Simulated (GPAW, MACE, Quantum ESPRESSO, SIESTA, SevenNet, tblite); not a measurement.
## Random packing of Nb16Si84 (at. %) (73 atoms): one structure in several programs

Wanted: errors and costs of other methods on random packing of Nb16Si84 (at. %) (73 atoms). A plane-wave run serves as the reference.

Calculated with Quantum ESPRESSO 7.5; Kohn-Sham DFT, PBE, SSSP efficiency 1.3.0 pseudopotentials, plane waves.

### 1. Starting point

The cell holds 73 atoms: 12 Nb and 61 Si. Cell: a = 11.283 Å, b = 11.283 Å, c = 11.283 Å, α = 90.0°, β = 90.0°, γ = 90.0°. 73 atoms (12 Nb, 61 Si) packed at random in a cube at 3.27 g/cm³ and pushed apart as soft spheres; a start for melting by ab initio MD, not an equilibrated structure. Then every atom was moved at random, 0.02 Å r.m.s. a Cartesian component.

### 2. Reference: Quantum ESPRESSO, plane waves

Input file pw.in:

```
&control
  calculation = 'scf'
  pseudo_dir = './pseudo'
  outdir = './tmp'
  disk_io = 'none'
  tprnfor = .true.
  tstress = .true.
/
&system
  ibrav = 0
  nat = 73
  ntyp = 2
  ecutwfc = 45
  ecutrho = 360
  nosym = .true.
  occupations = 'smearing'
  smearing = 'fd'
  degauss = 0.003675
/
&electrons
  conv_thr = 3.6e-07
  electron_maxstep = 100
  mixing_beta = 0.2
  mixing_mode = 'local-TF'
  diagonalization = 'david'
/
ATOMIC_SPECIES
Nb 92.906 Nb.upf
Si 28.085 Si.upf
CELL_PARAMETERS angstrom
11.28340 0.00000 0.00000
0.00000 11.28340 0.00000
0.00000 0.00000 11.28340
ATOMIC_POSITIONS crystal
Nb 0.69061 0.12370 0.43325
Nb 0.65240 0.61227 0.34337
Nb 0.41561 0.98107 0.26673
Nb 0.70809 0.91045 0.27982
Nb 0.87260 0.03140 0.06945
Nb 0.91304 0.93756 0.83526
Nb 0.45785 0.85713 0.82316
Nb 0.11382 0.14613 0.26497
Nb 0.19563 0.94713 0.17083
Nb 0.29267 0.56251 0.23959
Nb 0.56923 0.51157 0.97629
Nb 0.79027 0.58027 0.91913
[... 57 atom lines left out ...]
Si 0.99837 0.36756 0.90932
Si 0.17851 0.74050 0.47355
Si 0.73319 0.83871 0.05904
Si 0.53444 0.76963 0.22050
K_POINTS gamma
```

On the command line:

```bash
OMP_NUM_THREADS=1 mpirun -np 4 pw.x -in pw.in > output.txt
```

What it wrote:

```text
Program PWSCF
     gamma-point specific algorithms are used
     one sub-group per band group will be used
     scalapack distributed-memory algorithm (size of sub-group:  2*  2 procs)
     Parallelization info
     sticks:   dense  smooth     PW     G-vecs:    dense   smooth      PW
     Min        3254    1626    403               279400    98854   12375
     Max        3260    1628    406               279402    98857   12382
     Sum       13029    6509   1617              1117605   395423   49509
     bravais-lattice index     =            0
     lattice parameter (alat)  =      21.3225  a.u.
     unit-cell volume          =    9694.3022 (a.u.)^3
     number of atoms/cell      =           73
     number of atomic types    =            2
[... lines left out ...]
     scf convergence threshold =      3.6E-07
[... lines left out ...]
     number of k points=     1  Fermi-Dirac smearing, width (Ry)=  0.0037
[... lines left out ...]
     total energy              =   -4704.68546218 Ry
[... lines left out ...]
     total energy              =   -4703.14247225 Ry
[... lines left out ...]
     total energy              =   -4704.00101917 Ry
[... lines left out ...]
     c_bands:  3 eigenvalues not converged
[... lines left out ...]
     total energy              =   -4704.01568535 Ry
[... lines left out ...]
     total energy              =   -4704.01568531 Ry
[... lines left out ...]
   -47.2818 -46.9607 -46.9180 -46.8279 -46.8122 -46.7896 -46.7797 -46.7672
   -46.7492 -46.7309 -46.7191 -46.5068 -23.4202 -23.2648 -23.2276 -23.1669
   -23.1104 -23.0923 -23.0725 -23.0694 -23.0430 -23.0149 -23.0057 -22.9951
[...]
9.2731   9.3023   9.3153   9.3800   9.4340   9.5169   9.5551   9.5878
     9.6598   9.6957   9.7150   9.7815   9.8207   9.8432   9.8676   9.8837
     the Fermi energy is     8.2390 ev
!    total energy              =   -4704.01568534 Ry
     estimated scf accuracy    <       0.00000008 Ry
     smearing contrib. (-TS)   =      -0.03268779 Ry
     internal energy E=F+TS    =   -4703.98299756 Ry
     The total energy is F=E-TS. E is the sum of the following terms:
     one-electron contribution =    -699.68291344 Ry
     hartree contribution      =     518.16970904 Ry
     xc contribution           =    -718.26809422 Ry
     ewald contribution        =   -1302.38118125 Ry
     one-center paw contrib.   =   -2501.82051769 Ry
     convergence has been achieved in  21 iterations
     Forces acting on atoms (cartesian axes, Ry/au):
     atom    1 type  1   force =     0.00198521   -0.00721232    0.01985948
     atom    2 type  1   force =     0.01623600    0.00242449    0.00716581
     atom    3 type  1   force =     0.01678081    0.00887804    0.01394499
[...]
atom   72 type  2   force =     0.03334571    0.01168160   -0.04515916
     atom   73 type  2   force =    -0.04008700    0.00686393    0.01916794
     Total force =     0.745867     Total SCF correction =     0.000469
     Computing stress (Cartesian axis) and pressure
          total   stress  (Ry/bohr**3)                   (kbar)     P=      -35.88
  -0.00019376   0.00001242  -0.00003194          -28.50        1.83       -4.70
   0.00001242  -0.00025382  -0.00001711            1.83      -37.34       -2.52
  -0.00003194  -0.00001711  -0.00028421           -4.70       -2.52      -41.81
     Message from routine punch:
     Nothing written, as per user request (disk_io='none')
```

Elapsed: 3.3 min, on 4 MPI ranks of AMD EPYC 9R14 (Zen 4), shared host; peak memory 4.1 GiB.

Banners and routine set-up lines are dropped from the logs; longer cuts are marked.

Numbers from this run:

| Item | Value |
| --- | --- |
| r.m.s. force component | 1.296 eV/Å |
| longest force | 6.988 eV/Å |
| pressure | -3.588 GPa |

### 3. The other programs

The programs:
- GPAW 26.7.0: PAW with atomic orbitals (LCAO), plane waves or a real-space grid of spacing h.
- MACE: machine-learned potential, published weights.
- Quantum ESPRESSO 7.5: plane waves; labels (QE) give functional, pseudopotential set and cutoffs of waves/density.
- SIESTA 5.4.2: numerical atomic orbitals, whose automatically made sets are far from complete, with PseudoDojo norm-conserving potentials that we converted to its format (checked against plane waves on the same files for H, C, O, Si, Ge and Ca alone); labels give functional, basis size, energy shift and mesh cutoff.
- SevenNet: machine-learned potential, published weights.

All use the same cell and atoms; the electronic-structure runs use the same k-mesh, and an electronic temperature of 580 K (0.05 eV) where levels are smeared.

Differences are against the plane-wave reference, forces as r.m.s. over components; share is that over the reference's r.m.s. force, slope the least-squares factor from reference forces to these. Total energies of different programs have different zeros and aren't compared.

```
                                              run  Δ force, r.m.s. (meV/Å)  share (%)  slope  Δ pressure (GPa)  cores  CPU time  memory (GiB)
                                        reference                        -          -      -                 -      4    13 min           4.1
                      GPAW PBE, LCAO dzp, h 0.2 Å                     97.3       7.51  1.063                 -      1    10 min           1.8
GPAW PBE, LCAO dzp, h 0.2 Å, other mixer settings                     96.6       7.46  1.062                 -      1    12 min           1.7
         GPAW PBE, LCAO sz(dzp), h 0.2 Å (coarse)                      864       66.7  1.543                 -      1   2.8 min           1.4
                     GPAW RPBE, LCAO dzp, h 0.2 Å                      132       10.2  1.086                 -      1    10 min           1.8
                      MACE MP-0b2 small potential                      361       27.8  0.979             -1.15      1     5.8 s          0.66
                     MACE MP-0b3 medium potential                      337       26.0  0.923             -2.09      1     6.7 s          0.91
QE PBE, sssp-1.3.0-efficiency, 35/280 Ry (coarse)                    0.805     0.0621  1.000            -0.132      2   7.5 min           2.8
      SIESTA LDA, DZP, shift 0.01 Ry, mesh 300 Ry                     85.9       6.63  1.007             -3.24      2   6.6 min           1.6
      SIESTA PBE, DZP, shift 0.01 Ry, mesh 300 Ry                      105       8.11  1.071             0.647      2   7.2 min           1.6
      SIESTA PBE, DZP, shift 0.01 Ry, mesh 700 Ry                      105       8.11  1.071             0.647      2    22 min           4.3
                             SevenNet 0 potential                      339       26.1  1.059            -0.705      1     6.4 s          0.74
```

Rows marked coarse use a setting chosen to be so.

Times of the machine-learned potentials are mostly Python's start and the loading of weights.

CPU time is summed over cores on a shared host, where runs went side by side, so it is rough. Symmetry, cutoffs, thresholds, outputs and thread counts weren't matched or tuned between programs; memory under MPI is the largest rank's times the ranks.

Runs without a result: tblite GFN1-xTB (cut off at its time limit of 90 s).

Mean charges by element (e), by run and scheme:

```
                                        run     scheme     Nb     Si
SIESTA LDA, DZP, shift 0.01 Ry, mesh 300 Ry  Hirshfeld  +0.24  -0.05
SIESTA PBE, DZP, shift 0.01 Ry, mesh 300 Ry  Hirshfeld  +0.25  -0.05
SIESTA PBE, DZP, shift 0.01 Ry, mesh 700 Ry  Hirshfeld  +0.25  -0.05
```

Within one program, basis, potentials and functional, energies share a zero. Each run against its twin at the usual cutoff or grid and solver:

```
                                              run                              twin  Δ energy (meV/atom)  Δ force, r.m.s. (meV/Å)         CPU time over the twin's
GPAW PBE, LCAO dzp, h 0.2 Å, other mixer settings                 LCAO dzp, h 0.2 Å                    0                     2.87                              1.2
         QE PBE, sssp-1.3.0-efficiency, 35/280 Ry  sssp-1.3.0-efficiency, 45/360 Ry                 5.81                    0.805  0.57 (this twin ran on 4 cores)
      SIESTA PBE, DZP, shift 0.01 Ry, mesh 700 Ry   DZP, shift 0.01 Ry, mesh 300 Ry               0.0362                     0.41                              3.0
```

A second geometry, displaced anew (every atom was moved at random, 0.06 Å r.m.s. a Cartesian component (hydrogen 0.6 of that)), gives an energy difference that all programs can be tested on. The reference puts it at 12.22 meV/atom.

```
                                              run  energy less the first geometry's (meV/atom)  error (meV/atom)  force share at the second geometry (%)
                             SevenNet 0 potential                                        20.42              8.19                                    26.3
                      GPAW PBE, LCAO dzp, h 0.2 Å                                        12.95             0.724                                    7.31
      SIESTA PBE, DZP, shift 0.01 Ry, mesh 300 Ry                                        12.78             0.561                                    8.00
                      MACE MP-0b2 small potential                                        14.97              2.75                                    27.1
                     MACE MP-0b3 medium potential                                        18.08              5.86                                    24.3
                     GPAW RPBE, LCAO dzp, h 0.2 Å                                        13.07             0.848                                    9.99
      SIESTA LDA, DZP, shift 0.01 Ry, mesh 300 Ry                                        12.40             0.180                                    6.09
                  GPAW PBE, LCAO sz(dzp), h 0.2 Å                                        14.28              2.06                                    63.3
GPAW PBE, LCAO dzp, h 0.2 Å, other mixer settings                                        12.95             0.725                                    7.28
      SIESTA PBE, DZP, shift 0.01 Ry, mesh 700 Ry                                        12.78             0.561                                    8.00
         QE PBE, sssp-1.3.0-efficiency, 35/280 Ry                                        12.22            3.0e-4                                  0.0805
```

### 4. Results

```
reference r.m.s. force component                       : 1.30 eV/Å
nearest in forces                                      : QE PBE, sssp-1.3.0-efficiency, 35/280 Ry (coarse), 0.062 %
farthest in forces                                     : GPAW PBE, LCAO sz(dzp), h 0.2 Å (coarse), 67 %
cheapest electronic-structure run beside the reference : GPAW PBE, LCAO sz(dzp), h 0.2 Å, 2.8 min of CPU time
```

The PBE runs in local orbitals, coarse settings apart, differ by 7.5 % (GPAW PBE, LCAO dzp, h 0.2 Å, other mixer settings) to 8.1 % (SIESTA PBE, DZP, shift 0.01 Ry, mesh 300 Ry); basis, grid and potentials can all enter. Machine-learned potentials differ by 26 % (MACE MP-0b3 medium potential) to 28 % (MACE MP-0b2 small potential); they were trained on other programs' data. Rows with another functional or a dispersion term differ by 6.6 % (SIESTA LDA, DZP, shift 0.01 Ry, mesh 300 Ry) to 10 % (GPAW RPBE, LCAO dzp, h 0.2 Å), which mixes the change of model with differences of basis and potentials. Runs with settings chosen to be coarse differ by 0.062 % (QE PBE, sssp-1.3.0-efficiency, 35/280 Ry) to 67 % (GPAW PBE, LCAO sz(dzp), h 0.2 Å), their programs' other errors included. One electronic-structure run takes under half the reference's CPU time: GPAW PBE, LCAO sz(dzp), h 0.2 Å, at 67 % in 2.8 min against 13 min, too far off to be of use. GPAW PBE, LCAO sz(dzp), h 0.2 Å stiffens the forces by a factor of 1.54 while following their directions (correlation 0.970); the slopes of the 4 GPAW runs lie between 1.06 and 1.54; the difference isn't even, but is largest on one element. The mean charges agree among these rows within 0.01 e. The energy difference between the two geometries, 12.2 meV/atom in the reference, is met best by QE PBE, sssp-1.3.0-efficiency, 35/280 Ry (coarse) (+0.0003) and worst by SevenNet 0 potential (+8.19). In the reference: levels near the Fermi energy are neither full nor empty under the smearing, so no gap is quoted. The reference's pressure holds the uncorrected Pulay stress of its 45 Ry basis, so small pressure differences, and their order, may be the reference's own error. Machine-learned potentials mimic data converged in k, so the reference's own k-point error enters their differences. The reference's pressure of -3.6 GPa belongs to unrelaxed atoms and would change as they relax. The electronic-structure runs sample only Γ, in a cell whose shortest periodic width is 11 Å, which is coarse for a cell with partly filled levels.

[Long decimals in the printed logs are rounded to 6 places.]

[Also dropped from logs without a mark: lines with file paths, logging warnings of Python, QE's lines on negative density and diagonalisation, SIESTA's first energy breakdown, zero terms and Voronoi charges.]

[Logs are printed without paths, hosts, clocks, repeated set-up lines and the standing remarks that a program may print on its own settings, such as how far it seeks lower states.]

[Hosts, paths, dates, database ids (printed as entryN), source tags and the programs' standing remarks are cut or masked in the printed files.]

[Not all failed runs are listed: runs killed by the host, ended in a Python traceback or in CONQUEST's support-function errors, and SIESTA runs with faulty potentials for Cu, Fe, Ni or Zn are left out.]
